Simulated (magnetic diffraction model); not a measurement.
# SrTm₂TiO₆ below its ordering temperature

Space group P2_1/c (no. 14), a = 5.5580 Å, b = 5.8770 Å, c = 9.6708 Å, β = 124.67°.

| site | atom | x | y | z |
| --- | --- | --- | --- | --- |
| 4e | Tm | 0.2363 | 0.5607 | 0.2621 |
| 2d | Sr | 1/2 | 0 | 1/2 |
| 2a | Ti | 0 | 0 | 0 |
| 4e | O | 0.7623 | 0.8250 | 0.0561 |
| 4e | O | 0.8767 | 0.2947 | 0.0641 |
| 4e | O | 0.3640 | 0.9478 | 0.2398 |

This is a made-up structure (elements placed in a structure type, unrelaxed), so the numbers test the method and describe no known phase.

Only Tm is taken to order (form factors of Tm3+); orders and moment sizes are assumed, and not adapted to the symmetry. Radiation: neutrons of λ = 2.41 Å, 8° to 60°; isotropic B of 0.2 Å² (Tm), 0.21 Å² (Sr), 0.26 Å² (Ti) and 0.41 Å² (O). Simulated constant-wavelength pattern: nuclear and magnetic terms add, the magnetic one as |2.695 fm × Σ f S⊥ exp(2πi Q·r) exp(−B s²)|², summed over all Q at one angle with the factor 1/(sin²θ cos θ). For collinear order S is the moment m, which repeats by lattice and centring translations R with the sign exp(−2πi k·R). Free-ion form factors, Sears's scattering lengths of 1992, no absorption; a label names one of the reflections at its angle. The strongest nuclear line in the range is 100, and lines under 0.2 are left out.

Above the ordering temperature:

```tsv
2θ (°)	index	I
29.54	(0 1 1)	28.9
30.57	(1 0 0)	17.4
30.78	(1 0 -2)	42.2
34.72	(1 1 -1)	8.4
35.28	(0 0 2)	5.7
39.02	(1 1 0)	11.6
39.19	(1 1 -2)	8.6
42.92	(0 1 2)	0.9
48.42	(0 2 0)	5.3
50.20	(1 1 1)	12.6
50.48	(1 1 -3)	9.4
51.85	(0 2 1)	1.9
55.27	(1 2 -1)	13.5
57.33	(2 1 -2)	44.9
58.35	(1 2 0)	100.0
58.48	(1 2 -2)	0.7
59.82	(0 1 3)	35.8
```

Below it (cell unchanged):

```csv
2θ (°),I
12.45,459.1
21.40,76.2
21.55,98.3
26.82,101.6
29.54,28.9
30.57,17.4
30.78,42.2
32.12,39.4
32.22,70.0
34.72,8.4
35.28,5.7
37.46,15.3
37.63,26.0
37.96,21.9
39.02,11.6
39.19,8.6
41.93,19.8
42.17,11.8
42.92,0.9
44.79,51.3
44.94,6.7
45.22,75.4
48.42,5.3
48.71,61.5
48.92,54.7
50.20,35.8
50.20,12.6
50.48,9.4
51.85,1.9
52.58,11.9
52.98,4.2
53.51,37.7
53.57,18.0
55.27,13.5
55.61,5.1
55.81,11.4
```
(The table stops after 36 lines; 6 more lie at higher angle.)

**Question.** Find the propagation vector, then choose among these models:
A. collinear moments along [010], 5.7 μB on Tm; signs + at (0.2363, 0.5607, 0.2621), + at (0.7637, 0.4393, 0.7379), − at (0.7637, 0.0607, 0.2379), − at (0.2363, 0.9393, 0.7621)
B. collinear moments along [010], 5.7 μB on Tm; signs + at (0.2363, 0.5607, 0.2621), + at (0.7637, 0.4393, 0.7379), + at (0.7637, 0.0607, 0.2379), + at (0.2363, 0.9393, 0.7621)
C. collinear moments along [111], 5.7 μB on Tm; signs + at (0.2363, 0.5607, 0.2621), + at (0.7637, 0.4393, 0.7379), + at (0.7637, 0.0607, 0.2379), + at (0.2363, 0.9393, 0.7621)
D. collinear moments along [111], 5.7 μB on Tm; signs + at (0.2363, 0.5607, 0.2621), + at (0.7637, 0.4393, 0.7379), − at (0.7637, 0.0607, 0.2379), − at (0.2363, 0.9393, 0.7621)

The new lines index as (1/2 0 -1/2) at 12.45°, (1/2 0 1/2) at 21.40°, (1/2 0 -3/2) at 21.55° and (1/2 1 -1/2) at 26.82°, that is as H ± k with k = (1/2 0 1/2). Half indices mean that the moments reverse under translations with k·R a half-integer, and the magnetic cell has twice the primitive volume.

Magnetic intensity, observed (below minus above) and for each model:

| 2θ (°) | index | observed | A | B | C | D |
| --- | --- | --- | --- | --- | --- | --- |
| 12.45 | (1/2 0 -1/2) | 459.1 | 459.1 | 331.5 | 331.5 | 459.1 |
| 21.40 | (1/2 0 1/2) | 76.2 | 133.8 | 131.1 | 74.6 | 76.2 |
| 21.55 | (1/2 0 -3/2) | 98.3 | 171.0 | 90.2 | 51.9 | 98.3 |
| 26.82 | (1/2 1 -1/2) | 101.6 | 30.6 | 42.5 | 140.7 | 101.6 |
| 32.12 | (1/2 1 1/2) | 39.4 | 51.6 | 52.7 | 102.9 | 39.4 |
| 37.63 | (1/2 0 -5/2) | 26.0 | 60.5 | 23.0 | 9.9 | 26.0 |
| 44.94 | (1/2 1 -5/2) | 6.7 | 22.7 | 59.7 | 64.8 | 6.7 |
| 45.22 | (3/2 1 -3/2) | 75.4 | 60.0 | 21.8 | 27.4 | 75.4 |

Model D matches.

The structure used: k = (1/2 0 1/2), collinear moments along [111], 5.7 μB on Tm; signs + at (0.2363, 0.5607, 0.2621), + at (0.7637, 0.4393, 0.7379), − at (0.7637, 0.0607, 0.2379), − at (0.2363, 0.9393, 0.7621).

[Logs are printed without paths, hosts, clocks, repeated set-up lines and the standing remarks that a program may print on its own settings, such as how far it seeks lower states.]
